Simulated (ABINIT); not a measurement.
# A GW chain in ABINIT: K2NaYF6 (Fm-3m)

Wanted: ground state, empty states, screening and self-energy for K2NaYF6 (Fm-3m).

Program: ABINIT 10.8.3. Level of theory: PBEsol and many-body steps on it, plane waves. Results are calculated unless marked as measured.

**1. Set-up**

The structure is cubic, space group Fm-3m (No. 225). The conventional cell has a = 8.917 Å, b = 8.917 Å, c = 8.917 Å, α = 90.00°, β = 90.00°, γ = 90.00°. Nearest to K lie 12 F at 3.15 Å. Nearest to Na lie 6 F at 2.28 Å. Y has 6 F at 2.18 Å nearest. Nearest to F lie 1 Y at 2.18 Å and 1 Na at 2.28 Å and 4 K at 3.15 Å. Farther neighbours and most contacts between anions are not listed.

The cell and positions are those that the Materials Project relaxed with its own functionals (PBE, PBE+U or r2SCAN), kept fixed.

**2. Ground state**

This step: ABINIT 10.8.3; DFT, PBEsol, plane waves, norm-conserving pseudopotentials.

The ground-state density comes first.

File run.abi:

```
acell 3*1.0 Angstrom
rprim 
  -0.000000000000 4.458286000000 4.458286000000
  4.458286000000 0.000000000000 4.458286000000
  4.458286000000 4.458286000000 0.000000000000
ntypat 4
znucl 19 11 39 9
natom 10
typat 1 1 2 3 4 4 4 4 4 4
xred 
  0.750000000000 0.750000000000 0.750000000000
  0.250000000000 0.250000000000 0.250000000000
  0.500000000000 0.500000000000 0.500000000000
  0.000000000000 -0.000000000000 0.000000000000
  0.755598000000 0.244402000000 0.244402000000
  0.244402000000 0.244402000000 0.755598000000
  0.244402000000 0.755598000000 0.755598000000
  0.244402000000 0.755598000000 0.244402000000
  0.755598000000 0.244402000000 0.755598000000
  0.755598000000 0.755598000000 0.244402000000
pp_dirpath "pseudos"
pseudos "K.upf, Na.upf, Y.upf, F.upf"
ecut 38
ngkpt 4 4 4
nshiftk 1
shiftk 0 0 0
kptopt 1
chksymbreak 0
nband 49
occopt 1
tolvrs 1e-10
nstep 60
prtwf 0
optforces 0
optstress 0
indata_prefix "in"
outdata_prefix "out"
tmpdata_prefix "tmp"
```

On the command line:

```bash
$ OMP_NUM_THREADS=1 mpirun -n 4 abinit run.abi > log
```

Numbers of over 12 decimals in the logs are rounded to 6 here.

The program printed:

```text
.Version 10.8.3 of ABINIT. v10.8.2 released Aug 2026.

 Symmetries : space group Fm -3 m (#225); Bravais cF (face-center cubic)
================================================================================
 Values of the parameters that define the memory need of the present run
     intxc =       0    ionmov =       0      iscf =       7    lmnmax =       6
     lnmax =       6     mgfft =      72  mpssoang =       3    mqgrid =    3001
     natom =      10  nloc_mem =       1    nspden =       1   nspinor =       1
    nsppol =       1      nsym =      48    n1xccc =    2501    ntypat =       4
    occopt =       1   xclevel =       2
-    mband =          49        mffmem =           1         mkmem =           2
       mpw =       13415          nfft =      373248          nkpt =           8
================================================================================
  Rough estimation (10% accuracy) of disk space for files :
================================================================================

--------------------------------------------------------------------------------
------------- Echo of variables that govern the present computation ------------
--------------------------------------------------------------------------------
 -outvars: echo values of preprocessed input variables --------
            acell      1.8897261259E+00  1.8897261259E+00  1.8897261259E+00 Bohr

      chksymbreak           0
             ecut      3.80000000E+01 Hartree
-          fftalg         312

              ixc     -116133
              kpt      0.00000000E+00  0.00000000E+00  0.00000000E+00
                       2.50000000E-01  0.00000000E+00  0.00000000E+00
                       5.00000000E-01  0.00000000E+00  0.00000000E+00
                       2.50000000E-01  2.50000000E-01  0.00000000E+00
                       5.00000000E-01  2.50000000E-01  0.00000000E+00
                      -2.50000000E-01  2.50000000E-01  0.00000000E+00
                       5.00000000E-01  5.00000000E-01  0.00000000E+00
                      -2.50000000E-01  5.00000000E-01  2.50000000E-01
         kptrlatt        4    0    0      0    4    0      0    0    4
          kptrlen      4.76586550E+01
P           mkmem           2
            natom          10
            nband          49
            ngfft          72      72      72
             nkpt           8
            nstep          60
             nsym          48
           ntypat           4
              occ      2.000000  2.000000  2.000000  2.000000  2.000000  2.000000
                       2.000000  2.000000  2.000000  2.000000  2.000000  2.000000
                       2.000000  2.000000  2.000000  2.000000  2.000000  2.000000
                       2.000000  2.000000  2.000000  2.000000  2.000000  2.000000
                       2.000000  2.000000  2.000000  2.000000  2.000000  2.000000
                       2.000000  2.000000  2.000000  2.000000  2.000000  2.000000
                       2.000000  2.000000  2.000000  2.000000  0.000000  0.000000
                       0.000000  0.000000  0.000000  0.000000  0.000000  0.000000
                       0.000000
        optforces           0
        optstress           0
            prtwf           0
            rprim     -0.0000000000E+00  4.4582860000E+00  4.4582860000E+00
                       4.4582860000E+00  0.0000000000E+00  4.4582860000E+00
                       4.4582860000E+00  4.4582860000E+00  0.0000000000E+00
          spgroup         225

           tolvrs      1.00000000E-10

             xred      7.5000000000E-01  7.5000000000E-01  7.5000000000E-01
                       2.5000000000E-01  2.5000000000E-01  2.5000000000E-01
[...]
znucl       19.00000   11.00000   39.00000    9.00000

================================================================================

 chkinp: Checking input parameters for consistency.

================================================================================
== DATASET  1 ==================================================================
-   mpi_nproc: 4, omp_nthreads: 1 (-1 if OMP is not activated)

--- !DatasetInfo
iteration_state: {dtset: 1, }
dimensions: {natom: 10, nkpt: 8, mband: 49, nsppol: 1, nspinor: 1, nspden: 1, mpw: 13415, }
cutoff_energies: {ecut:  38.0, pawecutdg:  -1.0, }
electrons: {nelect:   8.00000000E+01, charge:   0.00000000E+00, occopt:   1.00000000E+00, tsmear:   1.00000000E-02, }

 Real(R)+Recip(G) space primitive vectors, cartesian coordinates (Bohr,Bohr^-1):
 R(1)=  0.0000000  8.4249395  8.4249395  G(1)= -0.0593476  0.0593476  0.0593476
 R(2)=  8.4249395  0.0000000  8.4249395  G(2)=  0.0593476 -0.0593476  0.0593476
 R(3)=  8.4249395  8.4249395  0.0000000  G(3)=  0.0593476  0.0593476 -0.0593476
 Unit cell volume ucvol=  1.1959978E+03 bohr^3
 Angles (23,13,12)=  6.00000000E+01  6.00000000E+01  6.00000000E+01 degrees

 getcut: wavevector=  0.0000  0.0000  0.0000  ngfft=  72  72  72
         ecut(hartree)=     38.000   => boxcut(ratio)=   2.17768

--- Pseudopotential description ------------------------------------------------
- K Generated using ONCVPSP code by D. R. Hamann
- 19.00000   9.00000  180301                  znucl, zion, pspdat
12 -116133 2 -1 2250                          pspcod,pspxc,lmax,lloc,mmax
     nproj     2     2     2
  pspatm : epsatm=    8.32504554
[...]
--- l  ekb(1:nproj) -->
[...]
2   -2.394754
 pspatm: atomic psp has been read  and splines computed

   5.91333182E+03                                ecore*ucvol(ha*bohr**3)
--------------------------------------------------------------------------------

_setup2: Arith. and geom. avg. npw (full set) are   13382.516   13382.478

================================================================================

--- !BeginCycle
iteration_state: {dtset: 1, }
solver: {iscf: 7, nstep: 60, nline: 4, wfoptalg: 0, }
tolerances: {tolvrs: 1.00E-10, }

     iter   Etot(hartree)      deltaE(h)  residm     vres2
 ETOT  1  -293.87615320848    -2.939E+02 1.950E-01 2.132E+03
 ETOT  2  -294.04393884686    -1.678E-01 3.448E-02 1.713E+03
 ETOT  3  -294.44052997989    -3.966E-01 1.184E-02 1.644E+02
 ETOT  4  -294.45699974673    -1.647E-02 3.738E-03 7.414E+00
 ETOT  5  -294.45718862294    -1.889E-04 3.252E-03 1.096E+00
 ETOT  6  -294.45723023819    -4.162E-05 5.890E-04 2.304E-01
 ETOT  7  -294.45723959236    -9.354E-06 4.401E-04 2.509E-02
 ETOT  8  -294.45724078104    -1.189E-06 2.200E-04 5.568E-04
 ETOT  9  -294.45724079790    -1.686E-08 2.021E-04 3.326E-05
 ETOT 10  -294.45724079881    -9.111E-10 8.328E-05 1.811E-06
 ETOT 11  -294.45724079890    -8.134E-11 9.327E-05 2.812E-07
 ETOT 12  -294.45724079893    -3.223E-11 3.733E-05 1.150E-08
 ETOT 13  -294.45724079890     2.905E-11 4.248E-05 2.362E-10
 ETOT 14  -294.45724079893    -2.660E-11 1.668E-05 1.552E-11

 At SCF step   14       vres2   =  1.55E-11 < tolvrs=  1.00E-10 =>converged.

--- !ResultsGS
iteration_state: {dtset: 1, }
comment   : Summary of ground state results
lattice_vectors:
- [ -0.0000000,   8.4249395,   8.4249395, ]
- [  8.4249395,   0.0000000,   8.4249395, ]
- [  8.4249395,   8.4249395,   0.0000000, ]
lattice_lengths: [  11.91466,   11.91466,   11.91466, ]
lattice_angles: [ 60.000,  60.000,  60.000, ] # degrees, (23, 13, 12)
lattice_volume:   1.1959978E+03
convergence: {deltae: -2.660E-11, res2:  1.552E-11, residm:  1.668E-05, diffor:  0.000E+00, }
etotal    :  -2.94457241E+02
entropy   :   0.00000000E+00
fermie    :  -2.83630979E-02
cartesian_stress_tensor: null
pressure_GPa: null
xred      :
- [  7.5000E-01,   7.5000E-01,   7.5000E-01,  K]
- [  2.5000E-01,   2.5000E-01,   2.5000E-01,  K]
- [  5.0000E-01,   5.0000E-01,   5.0000E-01, Na]
- [  0.0000E+00,   0.0000E+00,   0.0000E+00,  Y]
- [  7.5560E-01,   2.4440E-01,   2.4440E-01,  F]
- [  2.4440E-01,   2.4440E-01,   7.5560E-01,  F]
- [  2.4440E-01,   7.5560E-01,   7.5560E-01,  F]
- [  2.4440E-01,   7.5560E-01,   2.4440E-01,  F]
- [  7.5560E-01,   2.4440E-01,   7.5560E-01,  F]
- [  7.5560E-01,   7.5560E-01,   2.4440E-01,  F]
cartesian_forces: null
force_length_stats: {min: null, max: null, mean: null, }

 Integrated electronic density in atomic spheres:
 ------------------------------------------------
 Atom  Sphere_radius  Integrated_density
[...]
================================================================================

 ----iterations are completed or convergence reached----

 Mean square residual over all n,k,spin=   86.316E-09; max=  16.678E-06
 reduced coordinates (array xred) for   10 atoms
[...]
0.244402000000      0.244402000000      0.755598000000
       0.244402000000      0.755598000000      0.755598000000
       0.244402000000      0.755598000000      0.244402000000
       0.755598000000      0.244402000000      0.755598000000
       0.755598000000      0.755598000000      0.244402000000
 rms dE/dt=  0.0000E+00; max dE/dt=  0.0000E+00; dE/dt below (all hartree)
    1       0.000000000000      0.000000000000      0.000000000000
    2       0.000000000000      0.000000000000      0.000000000000
    3       0.000000000000      0.000000000000      0.000000000000
    4       0.000000000000      0.000000000000      0.000000000000
    5       0.000000000000      0.000000000000      0.000000000000
    6       0.000000000000      0.000000000000      0.000000000000
    7       0.000000000000      0.000000000000      0.000000000000
    8       0.000000000000      0.000000000000      0.000000000000
    9       0.000000000000      0.000000000000      0.000000000000
   10       0.000000000000      0.000000000000      0.000000000000

 cartesian coordinates (angstrom) at end:
[...]
6      4.458286     4.458286     2.179228
    7      6.737344     4.458286     4.458286
    8      4.458286     2.179228     4.458286
    9      4.458286     6.737344     4.458286
   10      4.458286     4.458286     6.737344
 length scales=  1.889726125908  1.889726125908  1.889726125908 bohr
              =  1.000000000000  1.000000000000  1.000000000000 angstroms
 prteigrs : about to open file out_EIG
 Fermi (or HOMO) energy (hartree) =  -0.02836   Average Vxc (hartree)=  -0.31777
 Eigenvalues (hartree) for nkpt=   8  k points:
 kpt#   1, nband= 49, wtk=  0.01563, kpt=  0.0000  0.0000  0.0000 (reduced coord)
  -1.72333   -1.42182   -0.99764   -0.99727   -0.76163   -0.76163   -0.76163   -0.72917
  -0.72544   -0.72544   -0.69882   -0.69882   -0.69882   -0.64889   -0.64889   -0.64889
  -0.39410   -0.39410   -0.39410   -0.39198   -0.39198   -0.39198   -0.09472   -0.07924
  -0.07924   -0.07832   -0.07832   -0.07832   -0.06070   -0.06070   -0.06070   -0.04304
  -0.04304   -0.04304   -0.03568   -0.03568   -0.03568   -0.02836   -0.02836   -0.02836
   0.19805    0.27580    0.27580    0.27580    0.31258    0.31258    0.33170    0.33170
   0.33170
 prteigrs : prtvol=0 or 1, do not print more k-points.

--- !EnergyTerms
iteration_state     : {dtset: 1, }
comment             : Components of total free energy in Hartree
kinetic             :  1.56603249880618E+02
hartree             :  9.15189618212532E+01
xc                  : -6.00296116826013E+01
Ewald energy        : -1.78498301338636E+02
psp_core            :  4.94426655949022E+00
local_psp           : -2.91217039054184E+02
non_local_psp       : -1.77787669848655E+01
total_energy        : -2.94457240798925E+02
total_energy_eV     : -8.01258971230539E+03
band_energy         : -3.40432612326153E+01

== END DATASET(S) ==============================================================
================================================================================

 -outvars: echo values of variables after computation  --------
           etotal     -2.9445724080E+02
            nband          49
             nkpt           8
          spgroup         225
 [... the other variables as echoed above ...]

 Calculation completed.
```

Elapsed: 96 s, on 4 MPI ranks of Arm Neoverse V2, shared host; peak memory 0.79 GiB.

Numbers from this step:

```yaml
total_energy: -8012.5897 eV
gap: 6.161 eV
k_of_the_valence_top: 0, 0, 0
k_of_the_conduction_bottom: 0, 0, 0
least_direct_gap: 6.161 eV
```

The gap is direct, at Γ.

**3. Empty states on the mesh, 2×2×2 mesh, 279 bands**

The sums over transitions need many empty states on a uniform mesh; this step solves for them.

run.abi: that of step 2 with these lines changed.

```diff
@@ -23,3 +23,3 @@
 ecut 38
-ngkpt 4 4 4
+ngkpt 2 2 2
 nshiftk 1
@@ -28,9 +28,10 @@
 chksymbreak 0
-nband 49
-occopt 1
-tolvrs 1e-10
+iscf -2
+irdden 1
+istwfk *1
+nband 279
+nbdbuf 24
+tolwfr 1e-09
 nstep 60
-prtwf 0
-optforces 0
-optstress 0
+prtvol 0
 indata_prefix "in"
```

On the command line:

```bash
$ OMP_NUM_THREADS=1 mpirun -n 3 abinit run.abi > log
```

The program printed:

```text
.Version 10.8.3 of ABINIT. v10.8.2 released Aug 2026.

 Symmetries : space group Fm -3 m (#225); Bravais cF (face-center cubic)
[... echo of the input left out ...]
== DATASET  1 ==================================================================
-   mpi_nproc: 3, omp_nthreads: 1 (-1 if OMP is not activated)

--- !DatasetInfo
iteration_state: {dtset: 1, }
dimensions: {natom: 10, nkpt: 3, mband: 279, nsppol: 1, nspinor: 1, nspden: 1, mpw: 13424, }
cutoff_energies: {ecut:  38.0, pawecutdg:  -1.0, }
electrons: {nelect:   8.00000000E+01, charge:   0.00000000E+00, occopt:   1.00000000E+00, tsmear:   1.00000000E-02, }

 Real(R)+Recip(G) space primitive vectors, cartesian coordinates (Bohr,Bohr^-1):
 R(1)=  0.0000000  8.4249395  8.4249395  G(1)= -0.0593476  0.0593476  0.0593476
 R(2)=  8.4249395  0.0000000  8.4249395  G(2)=  0.0593476 -0.0593476  0.0593476
 R(3)=  8.4249395  8.4249395  0.0000000  G(3)=  0.0593476  0.0593476 -0.0593476
 Unit cell volume ucvol=  1.1959978E+03 bohr^3
 Angles (23,13,12)=  6.00000000E+01  6.00000000E+01  6.00000000E+01 degrees

 getcut: wavevector=  0.0000  0.0000  0.0000  ngfft=  72  72  72
         ecut(hartree)=     38.000   => boxcut(ratio)=   2.17768

--- Pseudopotential description ------------------------------------------------
- K Generated using ONCVPSP code by D. R. Hamann
- 19.00000   9.00000  180301                  znucl, zion, pspdat
12 -116133 2 -1 2250                          pspcod,pspxc,lmax,lloc,mmax
     nproj     2     2     2
  pspatm : epsatm=    8.32504554
         --- l  ekb(1:nproj) -->
             0   10.921326    0.816676
             1    4.431000    0.560368
             2   -3.384038   -1.043186
 pspatm: atomic psp has been read  and splines computed

- Na Generated using ONCVPSP code by D. R. Hamann
- 11.00000   9.00000  180301                  znucl, zion, pspdat
12 -116133 1 -1 2016                          pspcod,pspxc,lmax,lloc,mmax
     nproj     2     2     0
  pspatm : epsatm=    9.32918808
         --- l  ekb(1:nproj) -->
[...]
pspatm: atomic psp has been read  and splines computed

- Y Generated using ONCVPSP code by D. R. Hamann
- 39.00000  11.00000  180301                  znucl, zion, pspdat
12 -116133 2 -1 1746                          pspcod,pspxc,lmax,lloc,mmax
     nproj     2     2     2
  pspatm : epsatm=   18.54790575
         --- l  ekb(1:nproj) -->
[...]
pspatm: atomic psp has been read  and splines computed

- F Generated using ONCVPSP code by D. R. Hamann
-  9.00000   7.00000  180301                  znucl, zion, pspdat
12 -116133 2 -1 832                           pspcod,pspxc,lmax,lloc,mmax
     nproj     2     2     1
  pspatm : epsatm=    4.89824381
         --- l  ekb(1:nproj) -->
[...]
2   -2.394754
 pspatm: atomic psp has been read  and splines computed

[...]
-7.6163E-01 -7.2917E-01 -7.2544E-01 -7.2544E-01 -6.9882E-01 -6.9882E-01
 -6.9882E-01 -6.4889E-01 -6.4889E-01 -6.4889E-01 -3.9410E-01 -3.9410E-01
[...]
2.4047E+00  2.4184E+00  2.4184E+00  2.4184E+00  2.4235E+00  2.4244E+00
  2.4244E+00  2.4244E+00  2.4315E+00  2.4315E+00  2.4381E+00  2.4880E+00
[...]
prteigrs : prtvol=0 or 1, do not print more k-points.

--- !ResultsGS
iteration_state: {dtset: 1, }
comment   : Summary of ground state results
lattice_vectors:
- [ -0.0000000,   8.4249395,   8.4249395, ]
- [  8.4249395,   0.0000000,   8.4249395, ]
- [  8.4249395,   8.4249395,   0.0000000, ]
lattice_lengths: [  11.91466,   11.91466,   11.91466, ]
lattice_angles: [ 60.000,  60.000,  60.000, ] # degrees, (23, 13, 12)
lattice_volume:   1.1959978E+03
convergence: {deltae:  0.000E+00, res2:  0.000E+00, residm:  9.975E-10, diffor:  0.000E+00, }
etotal    :  -2.94457241E+02
entropy   :   0.00000000E+00
fermie    :  -2.83630979E-02
cartesian_stress_tensor: null
pressure_GPa: null
xred      :
- [  7.5000E-01,   7.5000E-01,   7.5000E-01,  K]
- [  2.5000E-01,   2.5000E-01,   2.5000E-01,  K]
- [  5.0000E-01,   5.0000E-01,   5.0000E-01, Na]
- [  0.0000E+00,   0.0000E+00,   0.0000E+00,  Y]
- [  7.5560E-01,   2.4440E-01,   2.4440E-01,  F]
- [  2.4440E-01,   2.4440E-01,   7.5560E-01,  F]
- [  2.4440E-01,   7.5560E-01,   7.5560E-01,  F]
- [  2.4440E-01,   7.5560E-01,   2.4440E-01,  F]
- [  7.5560E-01,   2.4440E-01,   7.5560E-01,  F]
- [  7.5560E-01,   7.5560E-01,   2.4440E-01,  F]
cartesian_forces: null
force_length_stats: {min: null, max: null, mean: null, }

 Integrated electronic density in atomic spheres:
 ------------------------------------------------
 Atom  Sphere_radius  Integrated_density
[...]
================================================================================

 ----iterations are completed or convergence reached----

 Mean square residual over all n,k,spin=   51.582E-11; max=  99.745E-11
 reduced coordinates (array xred) for   10 atoms
[...]
0.755598000000      0.244402000000      0.755598000000
       0.755598000000      0.755598000000      0.244402000000

 cartesian coordinates (angstrom) at end:
    1      6.687429     6.687429     6.687429
    2      2.229143     2.229143     2.229143
    3      4.458286     4.458286     4.458286
[...]
9      4.458286     6.737344     4.458286
   10      4.458286     4.458286     6.737344
 length scales=  1.889726125908  1.889726125908  1.889726125908 bohr
              =  1.000000000000  1.000000000000  1.000000000000 angstroms
 prteigrs : about to open file out_EIG
 Eigenvalues (hartree) for nkpt=   3  k points:
 kpt#   1, nband=279, wtk=  0.12500, kpt=  0.0000  0.0000  0.0000 (reduced coord)
[...]
2.37152    2.37152    2.37152    2.39933    2.39933    2.39933    2.40470    2.40470
   2.40470    2.41840    2.41840    2.41840    2.42350    2.42437    2.42437    2.42437
   2.43149    2.43149    2.43811    2.48798    2.48901    2.49101    2.50012
 prteigrs : prtvol=0 or 1, do not print more k-points.

== END DATASET(S) ==============================================================
================================================================================

 -outvars: echo values of variables after computation  --------
            nband         279
             nkpt           3
          spgroup         225
 [... the other variables as echoed above ...]

 Calculation completed.
```

Elapsed: 3.4 min, on 3 MPI ranks; peak memory 0.53 GiB; 10 min of CPU time.

Numbers from this step:

```
gap                                                           : 6.161 eV
k of the valence top                                          : 0, 0, 0
k of the conduction bottom                                    : 0, 0, 0
least direct gap                                              : 6.161 eV
k points computed                                             : 3
lowest point of the top converged band, above the valence top : 64.4227 eV
```

On this mesh the gap is 6.161 eV.

(Part 1 of 2 ends here.)

[Paths, hosts, dates, memory and timing lines, banners, echoed tables and standing remarks are left out of the program output.]

[Logs are printed without paths, hosts, clocks, repeated set-up lines and the standing remarks that a program may print on its own settings, such as how far it seeks lower states.]

[Runs of the session that timed out or met a known fault of the program may be left out.]

[Hosts, paths, dates, database ids (printed as entryN), source tags and the programs' standing remarks are cut or masked in the printed files.]

[G0W0 gaps are taken among the corrected bands and points alone; a level outside them can change the order at an edge.]

[Where Ansatz stands beside ABINIT at settings called matched, ABINIT's density can come from a denser mesh and the files from another edition; pairs whose starting gaps differed by over 0.03 eV were left out, so agreement reads better than it is.]
